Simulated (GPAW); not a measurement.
# A GW chain in GPAW: KMgF3 (Pm-3m)

Aim: the G0W0 gap of KMgF3 (Pm-3m) on PBE, step by step.

Calculated with GPAW 26.7.0; PBE and many-body steps on it, plane waves.

This is a report of a sequence of runs, with most program output left out.

**1. Starting point**

The structure is cubic, space group Pm-3m (No. 221). Conventional cell: a = 3.986 Å, b = 3.986 Å, c = 3.986 Å, α = 90.00°, β = 90.00°, γ = 90.00°. K has 12 F at 2.82 Å nearest. Nearest to Mg lie 6 F at 1.99 Å. Nearest to F lie 2 Mg at 1.99 Å and 4 K at 2.82 Å. Farther neighbours and most contacts between anions are not listed.

The cell and positions come from the Crystallography Open Database and are kept as given unless a step says otherwise.

**2. Ground state**

This step: GPAW 26.7.0; DFT, PBE, plane waves, PAW.

The ground-state density comes first.

run.py reads:

```python
import json
import numpy as np
from gpaw.mpi import world
from ase import Atoms
from gpaw import GPAW, PW, FermiDirac

atoms = Atoms(['K', 'Mg', 'F', 'F', 'F'],
    cell=[[3.9859000000, 0.0000000000, 0.0000000000],
      [0.0000000000, 3.9859000000, 0.0000000000],
      [0.0000000000, 0.0000000000, 3.9859000000]],
    scaled_positions=[[0.5000000000, 0.5000000000, 0.5000000000],
      [0.0000000000, 0.0000000000, 0.0000000000],
      [0.5000000000, 0.0000000000, 0.0000000000],
      [0.0000000000, 0.5000000000, 0.0000000000],
      [0.0000000000, 0.0000000000, 0.5000000000]],
    pbc=(True, True, True))
calc = GPAW(mode=PW(600),
    xc='PBE',
    kpts={'size': (6, 6, 6), 'gamma': True},
    occupations=FermiDirac(0.001),
    nbands=-8,
    convergence={'density': 1e-6, 'bands': -3},
    maxiter=100,
    txt='gs.txt')
atoms.calc = calc
res = {'energy': atoms.get_potential_energy()}
kpts = calc.get_ibz_k_points()
res['kpts'] = kpts
res['eigenvalues'] = [calc.get_eigenvalues(kpt=k) for k in range(len(kpts))]
res['n_electrons'] = calc.get_number_of_electrons()
calc.write('gs.gpw')

if world.rank == 0:
    with open('result.json', 'w') as f:
        json.dump(res, f, default=lambda x: x.tolist())
```

Started as:

```bash
$ mpirun -n 4 gpaw python run.py
```

Elapsed: 13 s, on 4 MPI ranks of Arm Neoverse V1, shared host; peak memory 0.71 GiB; 52 s of CPU time.

Numbers from this step:

| Quantity | Value |
| --- | --- |
| total energy | -24.44 eV |
| gap | 7.326 eV |
| k of the valence top | 0.5, 0.5, 0.5 |
| k of the conduction bottom | 0, 0, 0 |
| least direct gap | 7.646 eV |

The gap is indirect, with the least direct gap 0.32 eV higher.

**3. Bands along the symmetry lines**

The cheap functional maps the bands first; the places of the edges decide which points the dearer methods must see.

run.py reads:

```python
import json
import numpy as np
from gpaw.mpi import world
from gpaw import GPAW

path = [[0.000000, 0.000000, 0.000000],
    [0.000000, 0.062500, 0.000000],
    [0.000000, 0.125000, 0.000000],
    [0.000000, 0.187500, 0.000000],
    [0.000000, 0.250000, 0.000000],
    [0.000000, 0.312500, 0.000000],
    [0.000000, 0.375000, 0.000000],
    [0.000000, 0.437500, 0.000000],
    [0.000000, 0.500000, 0.000000],
    [0.062500, 0.500000, 0.000000],
    [0.125000, 0.500000, 0.000000],
    [0.187500, 0.500000, 0.000000],
    [0.250000, 0.500000, 0.000000],
    [0.312500, 0.500000, 0.000000],
    [0.375000, 0.500000, 0.000000],
    [0.437500, 0.500000, 0.000000],
    [0.500000, 0.500000, 0.000000],
    [0.437500, 0.437500, 0.000000],
    [0.375000, 0.375000, 0.000000],
    [0.312500, 0.312500, 0.000000],
    [0.250000, 0.250000, 0.000000],
    [0.187500, 0.187500, 0.000000],
    [0.125000, 0.125000, 0.000000],
    [0.062500, 0.062500, 0.000000],
    [0.000000, 0.000000, 0.000000],
    [0.062500, 0.062500, 0.062500],
    [0.125000, 0.125000, 0.125000],
    [0.187500, 0.187500, 0.187500],
    [0.250000, 0.250000, 0.250000],
    [0.312500, 0.312500, 0.312500],
    [0.375000, 0.375000, 0.375000],
    [0.437500, 0.437500, 0.437500],
    [0.500000, 0.500000, 0.500000],
    [0.437500, 0.500000, 0.437500],
    [0.375000, 0.500000, 0.375000],
    [0.312500, 0.500000, 0.312500],
    [0.250000, 0.500000, 0.250000],
    [0.187500, 0.500000, 0.187500],
    [0.125000, 0.500000, 0.125000],
    [0.062500, 0.500000, 0.062500],
    [0.000000, 0.500000, 0.000000],
    [0.500000, 0.500000, 0.500000],
    [0.500000, 0.500000, 0.437500],
    [0.500000, 0.500000, 0.375000],
    [0.500000, 0.500000, 0.312500],
    [0.500000, 0.500000, 0.250000],
    [0.500000, 0.500000, 0.187500],
    [0.500000, 0.500000, 0.125000],
    [0.500000, 0.500000, 0.062500],
    [0.500000, 0.500000, 0.000000]]
calc = GPAW('gs.gpw').fixed_density(kpts=path,
    symmetry='off',
    nbands=30,
    convergence={'bands': 26},
    txt='bands.txt')
res = {}
kpts = calc.get_ibz_k_points()
res['kpts'] = kpts
res['eigenvalues'] = [calc.get_eigenvalues(kpt=k) for k in range(len(kpts))]
res['n_electrons'] = calc.get_number_of_electrons()

if world.rank == 0:
    with open('result.json', 'w') as f:
        json.dump(res, f, default=lambda x: x.tolist())
```

Started as:

```bash
$ mpirun -n 4 gpaw python run.py
```

Elapsed: 21 s, on 4 MPI ranks; peak memory 0.8 GiB; 82 s of CPU time.

This step gave:

```
gap                        : 7.326 eV
k of the valence top       : 0.5, 0.5, 0.5
k of the conduction bottom : 0, 0, 0
least direct gap           : 7.646 eV
```

The gap is 7.326 eV, as in the run before at this level.

Electronic bands along the path, in eV, zero at the top of the highest filled band:

| point | band 17 | band 18 | band 19 | band 20 | band 21 | band 22 | band 23 | band 24 |
| --- | --- | --- | --- | --- | --- | --- | --- | --- |
| Γ | -0.63 | -0.32 | -0.32 | -0.32 | 7.33 | 10.07 | 10.07 | 12.18 |
| halfway | -0.74 | -0.74 | -0.43 | -0.43 | 8.34 | 10.56 | 10.63 | 12.43 |
| X | -0.86 | -0.86 | -0.53 | -0.53 | 10.13 | 10.47 | 11.10 | 12.74 |
| halfway | -0.95 | -0.75 | -0.65 | -0.28 | 10.74 | 10.81 | 11.64 | 12.58 |
| M | -1.04 | -0.90 | -0.90 | -0.02 | 10.92 | 11.68 | 12.63 | 12.63 |
| halfway | -0.84 | -0.60 | -0.58 | -0.31 | 9.14 | 10.95 | 11.23 | 12.41 |
| Γ | -0.63 | -0.32 | -0.32 | -0.32 | 7.33 | 10.07 | 10.07 | 12.18 |
| halfway | -1.21 | -0.35 | -0.35 | -0.32 | 9.67 | 11.37 | 11.37 | 12.36 |
| R | -1.11 | 0.00 | 0.00 | 0.00 | 10.44 | 10.44 | 10.44 | 13.90 |
| halfway | -1.09 | -0.38 | -0.37 | -0.22 | 10.70 | 11.00 | 11.60 | 12.14 |
| X | -0.86 | -0.86 | -0.53 | -0.53 | 10.13 | 10.47 | 11.10 | 12.74 |
| jump to R | -1.11 | 0.00 | 0.00 | 0.00 | 10.44 | 10.44 | 10.44 | 13.90 |
| halfway | -1.11 | -0.31 | -0.31 | -0.01 | 10.68 | 11.11 | 11.11 | 12.40 |
| M | -1.04 | -0.90 | -0.90 | -0.02 | 10.92 | 11.68 | 12.63 | 12.63 |

**4. Empty states on the mesh, 4×4×4 mesh, 301 bands**

The sums over transitions need many empty states on a uniform mesh; this step solves for them.

run.py reads:

```python
import json
import numpy as np
from gpaw.mpi import world
from gpaw import GPAW

calc = GPAW('gs.gpw').fixed_density(kpts={'size': (4, 4, 4), 'gamma': True},
    parallel={'domain': 1, 'band': 1},
    txt='nscf.txt')
calc.diagonalize_full_hamiltonian(nbands=301)
calc.write('full.gpw', mode='all')
res = {}
kpts = calc.get_ibz_k_points()
res['kpts'] = kpts
res['eigenvalues'] = [calc.get_eigenvalues(kpt=k) for k in range(len(kpts))]
res['n_electrons'] = calc.get_number_of_electrons()

if world.rank == 0:
    with open('result.json', 'w') as f:
        json.dump(res, f, default=lambda x: x.tolist())
```

Started as:

```bash
$ mpirun -n 4 gpaw python run.py
```

Elapsed: 40 s, on 4 MPI ranks; peak memory 2.2 GiB.

This step gave:

```yaml
gap: 7.326 eV
k_of_the_valence_top: 0.5, 0.5, 0.5
k_of_the_conduction_bottom: 0, 0, 0
least_direct_gap: 7.646 eV
k_points_computed: 10
lowest_point_of_the_top_converged_band_above_the_valence_top: 150.2109 eV
```

On this mesh the gap is 7.326 eV.

**5. Screening and self-energy, 4×4×4 mesh, 135 bands, screening to 96 eV**

G0W0 replaces the xc potential by the self-energy, built once from these orbitals. Only a window of levels is corrected, while the sums run over the empty bands that the input names.

This step: G0W0 on PBE, plane waves, PAW.

run.py reads:

```python
import json
import numpy as np
from gpaw.mpi import world
from gpaw.response.g0w0 import G0W0

gw = G0W0('full.gpw',
    filename='gw',
    kpts=[0, 9],
    bands=(18, 22),
    ecut=96,
    nbands=135,
    integrate_gamma='WS',
    ppa=True)
gw.calculate()
res = {mode: {k: v for k, v in r.items() if k != 'sigma_eskwn'}
       for mode, r in gw.all_results.items()}

if world.rank == 0:
    with open('result.json', 'w') as f:
        json.dump(res, f, default=lambda x: x.tolist())
```

Started as:

```bash
$ mpirun -n 4 gpaw python run.py
```

Run time: 56 s. Hardware: 4 MPI ranks; peak memory 1.4 GiB.

Numbers from this step:

```yaml
g0w0_gap_on_the_points_computed: 11.07 eV
least_direct_g0w0_gap_on_the_computed_points: 11.41 eV
z_at_the_valence_top: 0.8236
z_at_the_conduction_bottom: 0.8963
starting_gap_on_the_mesh: 7.326 eV
k_of_the_valence_top: 0.5, 0.5, 0.5
k_of_the_conduction_bottom: 0, 0, 0
```

The gap on the mesh goes from 7.33 eV to 11.07 eV, a correction of +3.75 eV.

Limits: finite bands, cutoff and mesh; coarse k mesh. v1 is the top filled band, c1 the lowest empty one. The levels before and after the correction (eV, zero at the valence-band top of each column):

|  | conduction bottom | valence top |
| --- | --- | --- |
| Kohn-Sham | 7.33 | 0.00 |
| G0W0 | 11.07 | 0.00 |

|  | level | energy (eV) |
| --- | --- | --- |
| Kohn-Sham | Γ v2-v1 | -0.321 |
| Kohn-Sham | Γ c1 | 7.326 |
| Kohn-Sham | Γ c2 | 10.073 |
| Kohn-Sham | (0.5 0.5 0.5) v2-v1 | 0.000 |
| Kohn-Sham | (0.5 0.5 0.5) c1-c2 | 10.440 |
| G0W0 | Γ v2-v1 | -0.336 |
| G0W0 | Γ c1 | 11.074 |
| G0W0 | Γ c2 | 14.534 |
| G0W0 | (0.5 0.5 0.5) v2-v1 | 0.000 |
| G0W0 | (0.5 0.5 0.5) c1-c2 | 15.031 |

**6. Where the time went**

Times are wall times on 4 MPI ranks of Arm Neoverse V1, shared host, good to a factor of about two.

| step | time | share | memory (GiB) |
| --- | --- | --- | --- |
| ground state | 13 s | 10 % | 0.71 |
| bands along the symmetry lines | 21 s | 16 % | 0.8 |
| empty states on the mesh | 40 s | 31 % | 2.2 |
| screening and self-energy | 56 s | 43 % | 1.4 |

**7. Results**

```yaml
pbe_gap: 7.33 eV, indirect
g0w0_gap_on_the_mesh: 11.07 eV
gw_settings: 4×4×4 mesh, 135 bands, screening to 96 eV, Godby-Needs plasmon pole
known_limits: not at the basis limit; coarse k mesh
```

In words: G0W0 moves the gap on the mesh from 7.33 eV to 11.07 eV (+3.75 eV), with Z of 0.82 and 0.90 at the edges. Only 2 of the mesh's irreducible points were corrected, so a valley elsewhere could overtake. Bands and cutoff are finite, so the gap is not at the basis limit. The miss can reach some tenths of an eV and take either sign; the mesh is an error of its own. These stock PAW sets were not made for GW. In the G0W0 run levels were corrected at 2 k points alone, so a gap called «on the mesh» is the least over those, and an edge elsewhere would be missed. The 4×4×4 mesh is coarse for this cell, which bears on the long-range parts of exchange and screening. This is the ideal cubic cell; many perovskites, halides above all, are cubic only on average, and local tilts or off-centring can widen the gap.

[Paths, hosts, dates, memory and timing lines, banners, echoed tables and standing remarks are left out of the program output.]

[Logs are printed without paths, hosts, clocks, repeated set-up lines and the standing remarks that a program may print on its own settings, such as how far it seeks lower states.]

[Runs of the session that timed out or met a known fault of the program may be left out.]

[Hosts, paths, dates, database ids (printed as entryN), source tags and the programs' standing remarks are cut or masked in the printed files.]
